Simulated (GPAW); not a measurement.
# How KZnF3 absorbs and reflects light, part 2 of 2

Aim: the dielectric function of KZnF3, and the optical constants that follow from it.

GPAW 26.7.0; DFT, RPBE, plane-wave PAW (GPAW data sets), scalar-relativistic, RPA, optical limit.

So far. Step 2 (Ground state): There is a gap, 4.01 eV on this mesh (points off the mesh can give less), so no carriers' term is needed.

## (4) Dielectric function, RPA

Local fields let the induced charge screen the field inside the cell, which as a rule lowers ε, most along directions where the density is uneven.

This step: DFT, RPBE, plane-wave PAW (GPAW data sets), scalar-relativistic, RPA, optical limit (GPAW 26.7.0).

The input, df.py:

```python
from gpaw.response.df import DielectricFunction

df = DielectricFunction('full.gpw', frequencies={'type': 'nonlinear', 'domega0': 0.03, 'omega2': 8},
                        ecut=50,
                        eta=0.15,
                        nbands=45,
                        txt='df.txt')
for direction in ['x']:
    df.get_dielectric_function(xc='RPA', direction=direction, filename=f'df_{direction}.csv')
```

Run with:

```console
> OMP_NUM_THREADS=1 python df.py
```

Numbers of over 12 decimals in the logs are rounded to 6 here.

Log:

```text
Using integrator: PointIntegrator
NonLinearFrequencyDescriptor(from 0.000 to 57.539 eV, 483 points)
Nonperiodic BCs:  [False False False]
Using integrator: PointIntegrator
NonLinearFrequencyDescriptor(from 0.000 to 57.539 eV, 483 points)
Nonperiodic BCs:  [False False False]

Calculating chi0 body with:
    Ground state adapter containing:
    Number of spins: 1
    Number of kpoints: 216
    Number of irreducible kpoints: 20
    Number of completely occupied states: 21
    Number of partially occupied states: 21

    Linear response parametrization:
    q_c: [0.0, 0.0, 0.0]
    Number of frequency points: 483
    Planewave cutoff: 50.0
    Number of bands: 45
    Number of planewaves: 57
    Broadening (eta): 0.15

Integrating chi0 body.

Symmetries of q_c:
    Direct symmetries (Uq -> q): 48
    Indirect symmetries (TUq -> q): 0
In total 48 allowed symmetries.

20 groups of equivalent kpoints. 90.740741% reduction.

Integral kind: spectral function

Calculating chi0 optical extensions with:
    Ground state adapter containing:
    Number of spins: 1
    Number of kpoints: 216
    Number of irreducible kpoints: 20
    Number of completely occupied states: 21
    Number of partially occupied states: 21

    Linear response parametrization:
    Number of frequency points: 483
    Planewave cutoff: 50.0
    Number of bands: 45
    Number of planewaves: 57
    Broadening (eta): 0.15
Integrating chi0 head and wings.

Symmetries of q_c:
    Direct symmetries (Uq -> q): 48
    Indirect symmetries (TUq -> q): 0
In total 48 allowed symmetries.

20 groups of equivalent kpoints. 90.740741% reduction.

Integral kind: spectral function wings
```

Run time: 6.8 s. Hardware: 1 thread of Arm Neoverse V2, shared host; peak memory 0.32 GiB.

Numbers from this step:

| Property | Result |
| --- | --- |
| electronic dielectric constant ε∞, mean over x, y and z (by symmetry where fewer were run) | 2.181 |

Some rows of df_x.csv (energy; Re and Im without local fields; Re and Im with them):

```text
0.000000, 2.279329, -0.000000, 2.181149, -0.000000
0.555532, 2.282320, 0.001624, 2.184028, 0.001563
1.143969, 2.292182, 0.003434, 2.193528, 0.003310
1.768324, 2.310816, 0.005584, 2.211500, 0.005390
2.431988, 2.341340, 0.008342, 2.241000, 0.008073
3.138794, 2.389248, 0.012259, 2.287447, 0.011908
3.893091, 2.465465, 0.018703, 2.361682, 0.018268
4.699832, 2.596970, 0.032456, 2.490643, 0.031957
5.564682, 2.895375, 0.099985, 2.786396, 0.099804
6.494155, 2.841620, 0.935821, 2.726830, 0.944641
7.495775, 2.685975, 1.335693, 2.565714, 1.341799
8.578281, 2.320264, 1.149551, 2.180474, 1.158755
9.751884, 2.221281, 1.037333, 2.052280, 1.040917
11.028587, 2.439125, 1.548689, 2.219898, 1.498365
12.422601, 2.064975, 0.827404, 1.775396, 0.776746
13.950874, 1.421689, 1.284766, 1.283062, 1.219387
15.633783, 1.349501, 1.724448, 1.212915, 1.619370
17.496047, 1.144283, 1.040975, 0.890123, 0.984661
19.567954, 2.123134, 1.176774, 1.048956, 0.753790
```

The Im ε, E ∥ x has structure finer than the step of the table below, so its rows give means over 0.5 eV, whole bins alone (the curve runs from 0 to 19.9 eV). Peaks (eV: height): 6.44: 1.04, 7.97: 1.55, 8.77: 1.23, 11.25: 1.60, 13.17: 1.73, 15.63: 1.62, 16.75: 1.48.

Sum at mesh points, not converged in k; values under the direct gap are tails of Lorentzian lines. The Im ε, E ∥ x by photon energy; means over each step:

photon energy (eV), Im ε, E ∥ x and a bar:
```
      0.5       0.00 
      1.0       0.00 
      1.5       0.00 
      2.0       0.01 
      2.5       0.01 
      3.0       0.01 
      3.5       0.01 
      4.0       0.02 
      4.5       0.03 
      5.0       0.04 #
      5.5       0.10 ##
      6.0       0.31 ######
      6.5       0.85 ################
      7.0       0.94 ##################
      7.5       1.29 ########################
      8.0       1.41 ###########################
      8.5       1.11 #####################
      9.0       1.04 ####################
      9.5       0.97 ##################
     10.0       0.97 ##################
     10.5       1.03 ####################
     11.0       1.41 ###########################
     11.5       1.51 #############################
     12.0       1.05 ####################
     12.5       0.87 #################
     13.0       1.51 #############################
     13.5       1.52 #############################
     14.0       1.24 #######################
     14.5       1.10 #####################
     15.0       1.39 ##########################
     15.5       1.58 ##############################
     16.0       1.31 #########################
     16.5       1.29 ########################
     17.0       1.32 #########################
     17.5       1.03 ####################
     18.0       0.91 #################
     18.5       0.92 #################
     19.0       0.83 ################
     19.5       0.77 ###############
```

The reflectivity at normal incidence, E ∥ x has structure finer than the step of the table below, so its rows give means over 0.5 eV, whole bins alone (the curve runs from 0 to 19.9 eV). Peaks (eV: height): 6.33: 9.04, 6.76: 8.08, 7.27: 8.60, 11.10: 8.18, 13.08: 8.80, 15.73: 8.69, 16.85: 8.20.

Sum at mesh points, not converged in k. Table of reflectivity at normal incidence, E ∥ x by photon energy; means over each step:

photon energy (eV), reflectivity at normal incidence, E ∥ x (%) and a bar from the least value:
```
      0.5       3.72 ####
      1.0       3.75 ####
      1.5       3.80 #####
      2.0       3.88 #####
      2.5       3.98 ######
      3.0       4.12 ######
      3.5       4.30 #######
      4.0       4.54 #########
      4.5       4.87 ###########
      5.0       5.35 ##############
      5.5       6.18 ##################
      6.0       7.44 ##########################
      6.5       7.93 ############################
      7.0       7.67 ###########################
      7.5       8.21 ##############################
      8.0       7.60 ##########################
      8.5       5.97 #################
      9.0       5.34 #############
      9.5       5.30 #############
     10.0       5.23 #############
     10.5       5.96 #################
     11.0       7.67 ###########################
     11.5       7.48 ##########################
     12.0       4.69 ##########
     12.5       4.56 #########
     13.0       7.95 ############################
     13.5       7.51 ##########################
     14.0       5.80 ################
     14.5       4.97 ###########
     15.0       6.78 ######################
     15.5       8.21 ##############################
     16.0       6.84 ######################
     16.5       6.33 ###################
     17.0       7.66 ###########################
     17.5       5.46 ##############
     18.0       4.36 ########
     18.5       4.10 ######
     19.0       3.53 ###
     19.5       3.00
```

The loss function −Im 1/ε at q → 0, E ∥ x has structure finer than the step of the table below, so its rows give means over 1 eV, whole bins alone (the curve runs from 0 to 19.9 eV). Peaks (eV: height): 8.1: 0.242, 11.8: 0.358, 13.9: 0.394, 15.9: 0.478, 17.3: 0.602.

Sum at mesh points, not converged in k; values under the direct gap are tails of Lorentzian lines. Table of loss function −Im 1/ε at q → 0, E ∥ x by energy loss; means over each step:

energy loss (eV), loss function −Im 1/ε at q → 0, E ∥ x and a bar:
```
        1      0.001 
        2      0.001 
        3      0.002 
        4      0.004 
        5      0.007 
        6      0.042 ##
        7      0.112 ######
        8      0.196 ###########
        9      0.206 ############
       10      0.186 ###########
       11      0.218 ############
       12      0.295 #################
       13      0.243 ##############
       14      0.355 ####################
       15      0.309 ##################
       16      0.438 #########################
       17      0.514 #############################
       18      0.529 ##############################
       19      0.493 ############################
```

The Im ε, E ∥ x has structure finer than the step of the table below, so its rows give means over 1 eV, whole bins alone (the curve runs from 0 to 19.9 eV). Peaks (eV: height): without local fields 6.4: 1.03, 8.0: 1.53, 11.3: 1.68, 13.1: 1.99, 15.2: 1.78, 16.7: 1.60; with local fields 6.4: 1.04, 8.0: 1.55, 8.8: 1.23, 11.3: 1.60, 13.2: 1.73, 15.6: 1.62, 16.7: 1.48.

Sum at mesh points, not converged in k; values under the direct gap are tails of Lorentzian lines. Table of Im ε, E ∥ x by photon energy; means over each step:

| photon energy (eV) | without local fields | with local fields |
| --- | --- | --- |
| 1 | 0.00300 | 0.00289 |
| 2 | 0.00653 | 0.00631 |
| 3 | 0.0115 | 0.0112 |
| 4 | 0.0204 | 0.0200 |
| 5 | 0.0468 | 0.0463 |
| 6 | 0.408 | 0.409 |
| 7 | 0.984 | 0.988 |
| 8 | 1.28 | 1.29 |
| 9 | 1.04 | 1.05 |
| 10 | 0.975 | 0.975 |
| 11 | 1.42 | 1.37 |
| 12 | 1.12 | 1.09 |
| 13 | 1.56 | 1.38 |
| 14 | 1.36 | 1.26 |
| 15 | 1.52 | 1.37 |
| 16 | 1.46 | 1.35 |
| 17 | 1.35 | 1.26 |
| 18 | 0.967 | 0.935 |
| 19 | 0.985 | 0.846 |

At chosen wavelengths:

| wavelength (nm) | n | k | R (%) | 1/α |
| --- | --- | --- | --- | --- |
| 1550 | 1.48 | 0.001 | 3.7 | 161 µm |
| 800 | 1.48 | 0.002 | 3.8 | 41 µm |
| 450 | 1.50 | 0.003 | 4.0 | 11 µm |
| 405 | 1.51 | 0.004 | 4.1 | 8.5 µm |
| 365 | 1.52 | 0.005 | 4.3 | 6.4 µm |
| 308 | 1.54 | 0.006 | 4.5 | 3.8 µm |
| 248 | 1.60 | 0.013 | 5.3 | 1.5 µm |

Below the direct gap, k and the depth come from the tails of the Lorentzian lines, not from transitions.

## (5) What came out

| Item | Value |
| --- | --- |
| electronic dielectric constant ε∞, mean over x, y and z (by symmetry where fewer were run) (RPA) | 2.18 |

At this level (RPBE, RPA) KZnF3 has ε∞ = 2.18 and n = 1.48 at 1550 nm. On the mesh the gap is 4.01 eV and the least direct gap 5.86 eV, so on this mesh the band edges lie at different points. Local fields change the static value along x from 2.28 to 2.18 (-4 %). Excitons and phonon-assisted transitions are missing; RPBE gaps are as a rule too small, which pulls the onset down and ε∞ up. In this version of GPAW the matrix elements of the optical limit are incomplete, which can lower ε − 1 by up to a tenth where first-row anions or d states rule, and shift it by more in d metals. The sum runs over mesh points 0.26 Å⁻¹ apart with no interpolation, so peaks are partly noise of the mesh and static values carry its error.

[Machine, clock and banner lines and Python warnings are left out of the logs.]

[Logs are printed without paths, hosts, clocks, repeated set-up lines and the standing remarks that a program may print on its own settings, such as how far it seeks lower states.]

[Hosts, paths, dates, database ids (printed as entryN), source tags and the programs' standing remarks are cut or masked in the printed files.]
